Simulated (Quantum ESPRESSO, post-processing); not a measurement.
# Rh: work function by face, part 2 of 2

Which face of Rh holds its electrons most tightly, and does packing explain the order?

Quantum ESPRESSO 7.5; plane-wave DFT, PBE, PseudoDojo norm-conserving pseudopotentials.

So far. Step 11 (Potential by pp.x of (100)): On (100) the work function under PBEsol lies +0.13 eV from PBE's. Step 12 (Relaxing the ions of (110), PBE): The relaxation lowers the energy by 11 meV an atom. On the free atoms the largest force ends at 0.019 eV/Å.

**13. Ground state of (110), PBE**

Level of this step: plane-wave DFT, PBE, PseudoDojo norm-conserving pseudopotentials (Quantum ESPRESSO 7.5).

File 110.pbe.in:

```
&control
  prefix = '110.pbe'
  outdir = './out'
  pseudo_dir = './pseudo'
  calculation = 'scf'
  tprnfor = .true.
/
&system
  ibrav = 0
  nat = 7
  ntyp = 1
  ecutwfc = 80
  ecutrho = 320
  occupations = 'smearing'
  smearing = 'mv'
  degauss = 0.02
/
&electrons
  conv_thr = 1e-07
  mixing_beta = 0.4
  electron_maxstep = 120
  mixing_mode = 'local-TF'
/
ATOMIC_SPECIES
  Rh  102.9055  Rh.dojo-sr-pbe-0.4.1-standard.upf
CELL_PARAMETERS angstrom
  3.80000000000000 0.00000000000000 0.00000000000000
  0.00000000000000 2.68700576850888 0.00000000000000
  0.00000000000000 0.00000000000000 24.06101730552664
ATOMIC_POSITIONS crystal
  Rh  0.000000000000 0.000000000000 0.334784638900
  Rh  0.500000000000 0.500000000000 0.385763468200
  Rh  0.000000000000 0.000000000000 0.444162673300
  Rh  0.500000000000 0.500000000000 0.500000000000
  Rh  0.000000000000 0.000000000000 0.555837326700
  Rh  0.500000000000 0.500000000000 0.614236531800
  Rh  0.000000000000 0.000000000000 0.665215361100
K_POINTS automatic
  8 12 1 0 0 0
```

On the command line:

```sh
OMP_NUM_THREADS=1 mpirun -n 4 pw.x -nk 4 -in 110.pbe.in > 110.pbe.out
```

Wall time 5 min (4 MPI ranks of Arm Neoverse V2, shared host); peak memory 1.8 GiB.

Numbers from this step:

- free energy: -22337.9712 eV
- Fermi energy: 6.013 eV

**14. Electrostatic potential of (110)**

File 110.pbe.pot.in:

```
&inputpp
  prefix = '110.pbe'
  outdir = './out'
  filplot = '110.pbe.pot.dat'
  plot_num = 11
/
```

On the command line:

```sh
OMP_NUM_THREADS=1 mpirun -n 4 pp.x -in 110.pbe.pot.in > 110.pbe.pot.out
```

Elapsed: 0.78 s, on 4 MPI ranks; peak memory 0.12 GiB.

This step gave:

```
work function of the upper face                                       : 4.716 eV
slope of the potential above                                          : 1.34e-4 eV/Å
upper vacuum line continued to the top atoms, over the Fermi level    : 4.715 eV
work function of the lower face                                       : 4.716 eV
slope of the potential below                                          : -9.52e-5 eV/Å
lower vacuum line continued to the bottom atoms, over the Fermi level : 4.715 eV
```

The potential energy, planar mean oscillates, so the rows of the table below give means over windows of 1.34 Å about each position, cut where the curve ends. Its maxima inside the range that stand out by 2 % of the span (Å: eV): 8.6: -11.3, 10.0: -7.69, 11.3: -9.03, 12.7: -9.03, 14.1: -7.69, 15.4: -11.3. Its minima: 8.1: -23.6, 9.3: -24.3, 10.7: -24.1, 12.0: -24.2, 13.4: -24.1, 14.8: -24.3, 16.0: -23.6.

Electrostatic potential energy of an electron; zero at the Fermi level. Potential energy, planar mean against z; means over each step:

```tsv
z (Å)	potential energy, planar mean (eV)
0.67	4.72
2.01	4.72
3.35	4.72
4.69	4.71
6.03	4.42
7.37	-5.79
8.71	-18.3
10.05	-15.2
11.39	-16.4
12.73	-16.4
14.07	-15.2
15.41	-18.3
16.75	-4.61
18.09	4.46
19.43	4.71
20.77	4.72
22.11	4.72
23.45	4.72
```

**15. Self-consistent run of (110), PBEsol**

Level of this step: plane-wave DFT, PBEsol, PseudoDojo norm-conserving pseudopotentials (Quantum ESPRESSO 7.5).

110.pbesol.in, as its differences from the input of step 13:

```diff
@@ -1,3 +1,3 @@
 &control
-  prefix = '110.pbe'
+  prefix = '110.pbesol'
   outdir = './out'
@@ -24,3 +24,3 @@
 ATOMIC_SPECIES
-  Rh  102.9055  Rh.dojo-sr-pbe-0.4.1-standard.upf
+  Rh  102.9055  Rh.dojo-sr-pbesol-0.4.1-standard.upf
 CELL_PARAMETERS angstrom
```

On the command line:

```sh
OMP_NUM_THREADS=1 mpirun -n 4 pw.x -nk 4 -in 110.pbesol.in > 110.pbesol.out
```

It took 5.8 min on 4 MPI ranks; peak memory 1.8 GiB.

Read from the output:

* free energy: -22323.3748 eV
* Fermi energy: 5.886 eV

**16. Electrostatic potential of (110)**

File 110.pbesol.pot.in:

```
&inputpp
  prefix = '110.pbesol'
  outdir = './out'
  filplot = '110.pbesol.pot.dat'
  plot_num = 11
/
```

On the command line:

```sh
OMP_NUM_THREADS=1 mpirun -n 4 pp.x -in 110.pbesol.pot.in > 110.pbesol.pot.out
```

The job ended after 0.78 s (4 MPI ranks; peak memory 0.12 GiB).

This step gave:

| Property | Result |
| --- | --- |
| work function of the upper face | 4.824 eV |
| slope of the potential above | 1.13e-4 eV/Å |
| upper vacuum line continued to the top atoms, over the Fermi level | 4.824 eV |
| work function of the lower face | 4.824 eV |
| slope of the potential below | -8.01e-5 eV/Å |
| lower vacuum line continued to the bottom atoms, over the Fermi level | 4.824 eV |

On (110) the work function under PBEsol lies +0.11 eV from PBE's.

**17. The series side by side**

All levels:

```tsv
level	work function (eV)	CPU time (s)
(111), PBE	5.164	295.2
(111), PBEsol	5.302	298.1
(100), PBE	5.105	385.3
(100), PBEsol	5.231	384.6
(110), PBE	4.716	1197
(110), PBEsol	4.824	1381
```

**18. By hand**

For (111) under PBE, on the run's own zero: φ = 12.353 − (7.189) = 5.164 eV.

**19. Results**

| Quantity | Value |
| --- | --- |
| work function of (111), PBE | 5.16 eV |
| work function of (111), PBEsol | 5.30 eV |
| work function of (100), PBE | 5.11 eV |
| work function of (100), PBEsol | 5.23 eV |
| work function of (110), PBE | 4.72 eV |
| work function of (110), PBEsol | 4.82 eV |

In words: Under PBE the work functions are 5.16 eV on (111), 5.11 eV on (100) and 4.72 eV on (110). In order of packing, from 6.25 to 10.21 Å² an atom, the faces are (111), (100) and (110). The work function falls in the same order, as Smoluchowski's picture of charge smoothing over rough faces expects, though faces within 0.08 eV of each other are not told apart by these slabs. PBEsol lies +0.11 to +0.14 eV from PBE on the same atoms, nearly a rigid shift. The top two spacings change by -0.5 and +1.0 % on (111), -2.9 and +2.0 % on (100) and -8.7 and +4.6 % on (110). The slabs are thin and unreconstructed, at the tabulated lattice constant; thickness and mesh leave some 0.05 to 0.1 eV open. PBE lies under the measured values on every face, as gradient-corrected functionals often do.

Calculation against experiment:

| quantity | measured | PBE | PBEsol |
| --- | --- | --- | --- |
| work function of (111) (eV) | 5.46 | 5.16 (-0.30 eV) | 5.30 (-0.16 eV) |
| work function of (100) (eV) | 5.3 | 5.11 (-0.19 eV) | 5.23 (-0.07 eV) |
| work function of (110) (eV) | 4.86 | 4.72 (-0.14 eV) | 4.82 (-0.04 eV) |

Measured values from arxiv:1902.07811 (2019).

Verdict: The grades are ours: good and fair within 3 and 7 % for the work function of (111), 3 and 7 % for the work function of (100) and 3 and 7 % for the work function of (110). Other measurements of the same face can differ from the value quoted by 0.1 to 0.2 eV.

[Logs are printed without paths, hosts, clocks, repeated set-up lines and the standing remarks that a program may print on its own settings, such as how far it seeks lower states.]

[Hosts, paths, dates, database ids (printed as entryN), source tags and the programs' standing remarks are cut or masked in the printed files.]

[Maps of the electrostatic potential energy from Ansatz leave out the sawtooth potential of an applied field or a dipole correction, so their vacuum need not be flat; planar profiles and work functions include it.]
